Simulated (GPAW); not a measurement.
# Calculated records

```xyz
5
Lattice="4.050 0.000 0.000 0.000 4.050 0.000 0.000 0.000 4.050" Properties=species:S:1:pos:R:3 pbc="T T T" subject="How the form of the self-energy moves the gap of KZnF3 (Pm-3m)" method="DFT, PBE, plane waves, PAW (and 3 further levels or steps)" program="GPAW 26.7.0" settings_of_one_run="cutoff 600 eV, GPAW PAW setups 1.2.1 data release, 4×4×4 k-mesh, nbands 315" cost="6 runs, 15 min in all on 4 MPI ranks of Arm Neoverse N1, shared host (the runs of this entry)" notes="The cell and positions come from the Crystallography Open Database and are kept as given unless a step says otherwise. Bands and cutoff are finite, so the gap is not at the basis limit. The miss can reach some tenths of an eV and take either sign; the mesh is an error of its own. The program warns of a poor linear fit in the extrapolation of some level, so the extrapolated values are rough. The 4×4×4 mesh is coarse for this cell, which bears on the long-range parts of exchange and screening." g0w0_godby_needs_plasmon_pole="7.682 eV" one_shot_hse06="6.348 eV" g0w0_extrapolated_in_the_cutoff="7.353 eV" one_shot_pbe0="7.233 eV" g0w0_full_frequency_hilbert_transform="7.693 eV" known_limits="not at the basis limit; d shell near the gap, gap tends to lie low; coarse k mesh"
K     0.000    0.000    0.000
Zn    2.025    2.025    2.025
F     2.025    2.025    0.000
F     0.000    2.025    2.025
F     2.025    0.000    2.025
```

[Paths, hosts, dates, memory and timing lines, banners, echoed tables and standing remarks are left out of the program output.]

[Logs are printed without paths, hosts, clocks, repeated set-up lines and the standing remarks that a program may print on its own settings, such as how far it seeks lower states.]

[Runs of the session that timed out or met a known fault of the program may be left out.]

[Hosts, paths, dates, database ids (printed as entryN), source tags and the programs' standing remarks are cut or masked in the printed files.]
